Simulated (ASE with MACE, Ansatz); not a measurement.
# Boundary energy of Σ3 (112)[1-10] symmetric tilt boundary in W (64 atoms)

What is the boundary energy of this cell, counted against the bulk crystal, and how far does it hang on functional and mesh?

Calculated with Ansatz 0.2.0: Kohn-Sham DFT, PBE, PAW (set soft_2), plane waves; cutoff 420 eV, fermi-dirac smearing of 0.1 eV. Cutoffs: 420 eV for PBE and PBEsol; 500 eV for r2SCAN.

**The cells**

The cell holds 64 atoms: 64 W. Cell: a = 5.517 Å, b = 9.009 Å, c = 21.006 Å, α = 90.0°, β = 90.0°, γ = 90.0°. It derives from W. The starting structure: Two grains of W, one the mirror image of the other in the boundary plane, two boundaries a cell; of 6 trial joints (lateral shifts, openings, close atoms taken out) the lowest after a short relaxation with the MACE-MP-0b2 potential was kept (shift [0, 0] of the surface cell, opening 0.00 Å, one of each pair under 1.66 Å removed), then its atoms and the cell's length along the normal were relaxed with that potential. Lattice constants are starting values near those of PBE.

The bulk reference is W2 in a cell of 2 atoms, 16.155 Å³ an atom.

The input of the single point on the relaxed cell:

```yaml
crystal:
  lattice:
    - [5.51658, 0.0, 0.0]
    - [0.0, 9.00854, 0.0]
    - [0.0, 0.0, 21.00585]
  atoms:
    - { symbol: W, position: [0.3398, 0.25, 1.0e-05] }
    - { symbol: W, position: [0.16603, 0.0, 0.06569] }
    - { symbol: W, position: [0.0002, 0.25, 0.12607] }
    - { symbol: W, position: [0.33197, 0.0, 0.18833] }
    [... 58 atom lines left out ...]
    - { symbol: W, position: [0.83313, 0.75, 0.62607] }
    - { symbol: W, position: [0.66731, 0.5, 0.56569] }
kpoints:
  mp_grid: { grid: [7, 4, 2] }
hamiltonian:
  xc: pbe
scf:
  occupations: { method: fermi_dirac, width: 0.1 }
output:
  forces: true
  stress: true
  populations: true
  dos:
    method: { smearing: { sigma: 0.08 } }
    de: 0.1
    projected:
      site_lists:
        W: [W]
        lower_grain: [... 36 sites ...]
        upper_grain: [... 28 sites ...]
  eigenvalues: true
  write_density: true
  write_potential: true
  volumetric_format: npy
```

| cell | formula | k-mesh | relaxation steps | gain on relaxing (eV) | free energy, PBE (eV) | time of its runs on this page |
| --- | --- | --- | --- | --- | --- | --- |
| Sigma3 (112)[1-10] symmetric tilt boundary in W | W64 | 7×4×2 (relaxed on 4×3×1) | 5 | 0.55 | -664624.697 | 67 s |
| bulk W | W2 | 17×17×17 | - | - | -20769.662 | 8.7 s |

**Boundary energy**

The excess is the cell's free energy less 32 times that of the bulk cell. It is divided by twice the area, as the cell holds two boundaries, so the value is their mean, and they need not be alike (49.70 Å²), with 1 eV/Å² = 16.022 J/m².

```
           level  k-mesh  excess (eV)  boundary energy (J/m²)  per area (meV/Å²)
             PBE   7×4×2        4.480                   0.722               45.1
PBE, denser mesh   8×5×2        4.483                   0.723               45.1
          r2SCAN   7×4×2        5.292                   0.853               53.2
          PBEsol   7×4×2        4.864                   0.784               48.9
```

Worked for the first row at PBE: (-664624.697) − 32 × (-20769.662) = 4.480 eV (from unrounded energies).

Then 4.480 / (2 × 49.70) × 16.022 = 0.722 J/m².

**Findings**

At PBE the boundary energy is 0.72 J/m². At the same geometries the levels give 0.72 (PBE) to 0.85 J/m² (r2SCAN) and the denser mesh leaves it within 0.01 J/m². Relaxing the atoms lowered it by 0.088 J/m² from the start (on the 4×3×1 mesh of the relaxation), and the farthest atom moved 0.05 Å.

Limits: The cell edges were held, so the lattice is the typed one for every functional, and the length along the normal is the one that the machine-learned potential gave. Cell and bulk are sampled on unlike meshes, and the error grows with the number of atoms subtracted. These are free energies under a smearing of 0.1 eV, whose entropy term isn't removed. The joint was picked among a few trials by a machine-learned potential, and a lower one may exist. Spin–orbit coupling is left out, which matters for the levels of the heavy elements. In some runs the program notes that positions were snapped to a detected symmetry.

[Logs are printed without paths, hosts, clocks, repeated set-up lines and the standing remarks that a program may print on its own settings, such as how far it seeks lower states.]

[Hosts, paths, dates, database ids (printed as entryN), source tags and the programs' standing remarks are cut or masked in the printed files.]
